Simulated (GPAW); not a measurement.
## La L₃ ELNES/XANES of La2O3 (P-3m1) from DFT

How does the La L₃ edge of La2O3 (P-3m1) move when the bonds are compressed or stretched?

Main program and level: GPAW 26.7.0; X-ray absorption from dipole matrix elements to empty bands, plane-wave PAW PBE, without spin-orbit coupling.

**1. Set-up**

Symmetry: P-3m1, No. 164, trigonal system. The conventional cell has a = 3.931 Å, b = 3.931 Å, c = 6.112 Å, α = 90.00°, β = 90.00°, γ = 120.00°. Nearest to La lie 7 O at 2.36 to 2.72 Å. O has 6 La at 2.72 Å nearest. O has 4 La at 2.36 to 2.44 Å nearest. Farther neighbours and most contacts between anions are not listed.

As a file:

```xyz
5
Lattice="3.9308 0.0000 0.0000 -1.9654 3.4042 0.0000 0.0000 0.0000 6.1120" Properties=species:S:1:pos:R:3 pbc="T T T"
La    0.0000    2.2694    1.5050
La    1.9654    1.1347    4.6070
O     0.0000    0.0000    0.0000
O     0.0000    2.2694    3.9477
O     1.9654    1.1347    2.1643
```

**2. Ground state of the crystal**

A plain self-consistent run shows whether there is a gap, which decides the set-up of the core-hole run.

The input, scf.py:

```python
import numpy as np
from ase import Atoms
from ase.parallel import parprint, paropen
from gpaw import GPAW, PW, FermiDirac, Mixer, MixerDif, setup_paths
from gpaw.test import gen
setup_paths.insert(0, '.')
gen('La', name='nch2p', xcname='PBE', corehole=(2, 1, 0), write_xml=True)
from gpaw.mpi import world
world.barrier()

atoms = Atoms('La2O3',
    cell=[[3.93077788, 0, 0],
     [-1.96538894, 3.4041535, 0],
     [0, 0, 6.11195352]],
    scaled_positions=[[0.33333333, 0.66666667, 0.24623568],
     [0.66666667, 0.33333333, 0.75376432],
     [0, 0, 0],
     [0.33333333, 0.66666667, 0.64589065],
     [0.66666667, 0.33333333, 0.35410935]],
    pbc=True)
atoms.calc = calc = GPAW(legacy_gpaw=True, mode=PW(500), xc='PBE', setups={0: 'nch2p'},
    kpts={'size': (7, 7, 4), 'gamma': True}, occupations=FermiDirac(0.05),
    charge=0, mixer=Mixer(0.1, 5, 50), maxiter=150,
    convergence={'density': 0.0001}, txt='scf.txt')
energy = atoms.get_potential_energy() + calc.get_reference_energy()
ef = calc.get_fermi_level()
out = dict(energy=energy, fermi=ef, forces=atoms.get_forces().tolist())
parprint(f'all-electron energy {energy:.4f} eV, Fermi level {ef:.4f} eV')
ev = np.array([[calc.get_eigenvalues(k, s) for k in range(len(calc.get_ibz_k_points()))] for s in range(calc.get_number_of_spins())])
out['homo'], out['lumo'], out['counts'] = ev[ev < ef].max(), ev[ev > ef].min(), sorted(set((ev < ef).sum((0, 2)).tolist()))
out['filled'] = (ev[:, 0] < ef).sum(1).tolist()
import json
with paropen('out.json', 'w') as f:
    json.dump(out, f)
```

On the command line:

```sh
$ OMP_NUM_THREADS=1 mpirun -n 2 gpaw python scf.py
```

Numbers of over 12 decimals in the logs are rounded to 6 here.

What it wrote:

```text
Input parameters:
  convergence: {density: 0.0001}
  kpts: {gamma: True,
         size: (7, 7, 4)}
  maxiter: 150
  mixer: {backend: pulay,
          beta: 0.1,
          method: separate,
          nmaxold: 5,
          weight: 50}
  mode: {ecut: 500.0,
         name: pw}
  occupations: {fixmagmom: False,
                name: fermi-dirac,
                width: 0.05}
  setups: {0: nch2p}
  xc: PBE

Initialize ...

[... PAW data sets ...]

Reference energy: -468237.758648  # eV

Spin-paired calculation

[... convergence settings ...]
Symmetries present (total): 6
  [... symmetry matrices ...]

196 k-points: 7 x 7 x 4 Monkhorst-Pack grid + [0.000000,0.000000,1/8]
28 k-points in the irreducible part of the Brillouin zone
       k-points in crystal coordinates                weights
   0:     0.00000000    0.00000000    0.00000000          1/196
   1:     0.00000000    0.00000000    0.25000000          2/196
   2:     0.00000000    0.00000000    0.50000000          1/196
   3:     0.14285714    0.00000000   -0.25000000          6/196
   4:     0.14285714    0.00000000    0.00000000          6/196
   5:     0.14285714    0.00000000    0.25000000          6/196
   6:     0.14285714    0.00000000    0.50000000          6/196
   7:     0.28571429   -0.14285714    0.00000000          6/196
   8:     0.28571429   -0.14285714    0.25000000         12/196
   9:     0.28571429   -0.14285714    0.50000000          6/196
          ...
  27:     0.42857143    0.42857143    0.50000000          6/196

Wave functions: Plane wave expansion
  Cutoff energy: 500.000 eV
  Number of coefficients (min, max): 2057, 2098
  Pulay-stress correction: 0.000000 eV/Ang^3 (de/decut=0.000000)
  Using FFTW library
  Wavefunction extrapolation:
    Improved wavefunction reuse through dual PAW basis

Occupation numbers: Fermi-Dirac:
  width: 0.0500  # eV

Eigensolver
   Davidson(niter=2)

Densities:
  Coarse grid: 21*21*32 grid
  Fine grid: 42*42*64 grid
  Total Charge: 0.000000

Density mixing:
  Method: separate
  Backend: pulay
  Linear mixing parameter: 0.1
  old densities: 5
  Width of damping distribution: 1.1
  Damping of long wavelength oscillations: 50

[... Hamiltonian set-up ...]
Number of atoms: 5
Number of atomic orbitals: 42
Number of bands in calculation: 28
Number of valence electrons: 40
Bands to converge: occupied

... initialized

Initializing position-dependent things.

Density initialized from atomic densities
Creating initial wave functions:
  28 bands from LCAO basis set

         O   La

         La  O

       O

Atomic positions and initial magnetic moments

Positions:
   0 La    -0.000000    2.269436    1.504981    ( 0.0000,  0.0000,  0.0000)
   1 La     1.965389    1.134718    4.606972    ( 0.0000,  0.0000,  0.0000)
   2 O      0.000000    0.000000    0.000000    ( 0.0000,  0.0000,  0.0000)
   3 O     -0.000000    2.269436    3.947654    ( 0.0000,  0.0000,  0.0000)
   4 O      1.965389    1.134718    2.164300    ( 0.0000,  0.0000,  0.0000)

Unit cell:
           periodic     x           y           z      points  spacing
  1. axis:    yes    3.930778    0.000000    0.000000    21     0.1621
  2. axis:    yes   -1.965389    3.404154    0.000000    21     0.1621
  3. axis:    yes    0.000000    0.000000    6.111954    32     0.1910

  Lengths:   3.930778   3.930778   6.111954
  Angles:   90.000000  90.000000 120.000000

Effective grid spacing dv^(1/3) = 0.1796

iter:   1   -44.799379
iter:   2   -42.125296   -0.48  -0.87
iter:   3   -40.095731   +0.15  -0.98
iter:   4   -40.312201   -1.04  -1.33
iter:   5   -40.380074   -1.70  -1.41
iter:   6   -40.305455   -0.59  -1.70
iter:   7   -40.228496   -1.37  -1.86
iter:   8   -40.236448   -2.15  -2.36
iter:   9   -40.237018c  -2.65  -2.45
iter:  10   -40.234559c  -2.61  -2.50
iter:  11   -40.234810c  -3.32  -2.95
iter:  12   -40.234961c  -3.54  -3.02
iter:  13   -40.234880c  -4.11  -3.27
iter:  14   -40.234859c  -4.67  -3.52
iter:  15   -40.234861c  -5.21  -3.61
iter:  16   -40.234861c  -5.25  -3.67
iter:  17   -40.234858c  -5.73  -4.10c
iter:  18   -40.234858c  -6.14  -4.17c
iter:  19   -40.234858c  -6.60  -4.21c
iter:  20   -40.234858c  -6.66  -4.36c
iter:  21   -40.234858c  -7.06  -4.43c
iter:  22   -40.234858c  -7.06  -4.67c
iter:  23   -40.234858c  -7.54c -4.94c

Converged after 23 iterations.

Dipole moment: (-0.081767, 0.047208, -0.066425) |e|*Ang

Energy contributions relative to reference atoms: (reference = -468237.758648)

Kinetic:        +48.805508
Potential:      -46.269706
External:        +0.000000
XC:             -42.158325
Entropy (-ST):   -0.000000
Local:           -0.612335
SIC:             +0.000000
--------------------------
Free energy:    -40.234858
Extrapolated:   -40.234858

Showing only first 2 kpts
 Kpt  Band  Eigenvalues  Occupancy
  0    18      8.00168    2.00000
  0    19      8.26198    2.00000
  0    20     12.87176    0.00000
  0    21     12.98557    0.00000

  1    18      8.04282    2.00000
  1    19      8.04353    2.00000
  1    20     13.06341    0.00000
  1    21     13.10534    0.00000

Fermi level: 9.76440

Gap: 3.940 eV
Transition (v -> c):
  (s=0, k=21, n=19, [0.43, 0.00, 0.50]) -> (s=0, k=22, n=20, [0.43, 0.29, 0.00])
Direct/indirect transitions are different
Direct gap: 4.099 eV
Transition at: (s=0, k=22, n=19, [0.43, 0.29, 0.00])

Forces in eV/Ang:
  0 La   -0.00000    0.00000   -0.13745
  1 La    0.00000    0.00000   -0.00790
  2 O     0.00000    0.00000   -0.15867
  3 O     0.00000    0.00000    0.18095
  4 O     0.00000   -0.00000    0.12472
Scalar-relativistic atomic PBE calculation for La (Lanthanum, Z=57)
Core hole in 2p state (2p occupation: 6.0)
900 radial gridpoints.
|------------------------------------------------|
|------------------------------------------------|
[... the atom generator's iteration count ...]

Energy contributions:
-------------------------
Kinetic:    +8970.889794
XC:          -203.038814
Potential: -17257.020874
-------------------------
Total:      -8489.169894

state      eigenvalue         ekin         rmax
-----------------------------------------------
1s^2.0 : -1422.359170  1827.781936        0.016
2s^2.0 :  -226.504887   386.199792        0.091
2p^6.0 :  -203.193054   359.522526        0.073
3s^2.0 :   -48.450393   115.265876        0.261
3p^6.0 :   -40.982195   106.187687        0.255
3d^10.0:   -30.191789    97.311492        0.210
4s^2.0 :    -9.783488    34.839471        0.609
4p^6.0 :    -7.350902    30.434202        0.635
4d^10.0:    -3.816906    23.904422        0.672
5s^2.0 :    -1.429070     7.692186        1.410
5p^6.0 :    -0.823504     5.702870        1.586
5d^1.0 :    -0.113687     2.181759        2.213
6s^2.0 :    -0.135137     0.953330        3.822
-----------------------------------------------
(units: Bohr and Hartree)

Generating PAW setup
Kinetic energy of the core from tauc = 9261.702074949118
Cutoffs:
rc(s)=2.300
rc(p)=2.000
rc(d)=1.900
rc(vbar)=1.710
rc(comp)=1.900
rc(nct)=2.300

Kinetic energy of the core states: 8917.199785
Charge: 0.0
Core electrons: 46.0
Valence electrons: 11.0
Pseudo-core charge: 0.293530
Shape function alpha=2.770
Pseudo-electron charge 12.835281
state    eigenvalue         norm
--------------------------------
5s(2) :    -1.429070     1.429748
6s(2) :    -0.135137     1.050534
5p(6) :    -0.823504     1.097737
*p    :     0.176496
5d(1) :    -0.113687     0.994766
*d    :     0.886313
--------------------------------

Diagonalizing with gridspacing h=0.050

state   all-electron     PAW
-------------------------------
5s:      -1.429070    -1.429911
5p:      -0.823504    -0.824371
5d:      -0.113687    -0.113988
*f:                    0.053042
-------------------------------
all-electron energy -468277.9935 eV, Fermi level 9.7644 eV
```

The job ended after 33 s (2 MPI ranks of Arm Neoverse V1, shared host; peak memory 0.23 GiB).

The mesh shows a gap of 3.94 eV, so the hole is first treated in a charged cell, without the excited electron.

**3. Supercell without a hole, the energy reference**

The photon energy needs a difference of total energies, so the cell and mesh of the coming hole run are first run without a hole.

scf.py, as its differences from that of step 2:

```diff
@@ -10,14 +10,24 @@
 
-atoms = Atoms('La2O3',
-    cell=[[3.93077788, 0, 0],
-     [-1.96538894, 3.4041535, 0],
-     [0, 0, 6.11195352]],
-    scaled_positions=[[0.33333333, 0.66666667, 0.24623568],
-     [0.66666667, 0.33333333, 0.75376432],
+atoms = Atoms('La6O9',
+    cell=[[-5.89616682, 3.4041535, 0],
+     [-5.89616682, -3.4041535, 0],
+     [3.93077788, 0, 6.11195352]],
+    scaled_positions=[[0.41541189, 0.74874523, 0.24623568],
+     [0.74874523, 0.08207856, 0.24623568],
+     [0.08207856, 0.41541189, 0.24623568],
+     [0.25125477, 0.91792144, 0.75376432],
+     [0.58458811, 0.25125477, 0.75376432],
+     [0.91792144, 0.58458811, 0.75376432],
      [0, 0, 0],
-     [0.33333333, 0.66666667, 0.64589065],
-     [0.66666667, 0.33333333, 0.35410935]],
+     [0.33333333, 0.33333333, 0],
+     [0.66666667, 0.66666667, 0],
+     [0.54863022, 0.88196355, 0.64589065],
+     [0.88196355, 0.21529688, 0.64589065],
+     [0.21529688, 0.54863022, 0.64589065],
+     [0.11803645, 0.78470312, 0.35410935],
+     [0.45136978, 0.11803645, 0.35410935],
+     [0.78470312, 0.45136978, 0.35410935]],
     pbc=True)
 atoms.calc = calc = GPAW(legacy_gpaw=True, mode=PW(500), xc='PBE', setups={0: 'nch2p'},
-    kpts={'size': (7, 7, 4), 'gamma': True}, occupations=FermiDirac(0.05),
+    kpts={'size': (3, 3, 3), 'gamma': True}, occupations=FermiDirac(0.02),
     charge=0, mixer=Mixer(0.1, 5, 50), maxiter=150,
```

What it wrote:

```text
Input parameters:
  convergence: {density: 0.0001}
  kpts: {gamma: True,
         size: (3, 3, 3)}
  maxiter: 150
  mixer: {backend: pulay,
          beta: 0.1,
          method: separate,
          nmaxold: 5,
          weight: 50}
  mode: {ecut: 500.0,
         name: pw}
  occupations: {fixmagmom: False,
                name: fermi-dirac,
                width: 0.02}
  setups: {0: nch2p}
  xc: PBE

Initialize ...

[...]
6s(2) :    -0.135137     1.050534
5p(6) :    -0.823504     1.097737
*p    :     0.176496
5d(1) :    -0.113687     0.994766
*d    :     0.886313
--------------------------------

Diagonalizing with gridspacing h=0.050

state   all-electron     PAW
-------------------------------
5s:      -1.429070    -1.429911
5p:      -0.823504    -0.824371
5d:      -0.113687    -0.113988
*f:                    0.053042
-------------------------------
all-electron energy -1405057.1672 eV, Fermi level 9.1914 eV
[key lines of the parts left out:]
Converged after 48 iterations.
Dipole moment: (-0.105225, -0.052684, -0.066319) |e|*Ang
Free energy:   -121.803823
Fermi level: 9.19136
```

Wall time 6.3 min (2 MPI ranks); peak memory 0.46 GiB; 13 min of CPU time.

Reference energy: -1405057.167 eV with the cores included.

[end of part 1 of 3]

[Banner, clock and machine lines of the logs are left out without a mark of their own.]

[Logs are printed without paths, hosts, clocks, repeated set-up lines and the standing remarks that a program may print on its own settings, such as how far it seeks lower states.]

[Hosts, paths, dates, database ids (printed as entryN), source tags and the programs' standing remarks are cut or masked in the printed files.]

[Lists of maxima count a maximum above −3 eV only where it reaches 4 % of the highest in the window and stands out from its surroundings by 2 % of it (1.5 % where it reaches 55 %); shoulders and weaker maxima are passed over, and of the rest the first, up to two pre-edge ones and the few strongest are named.]
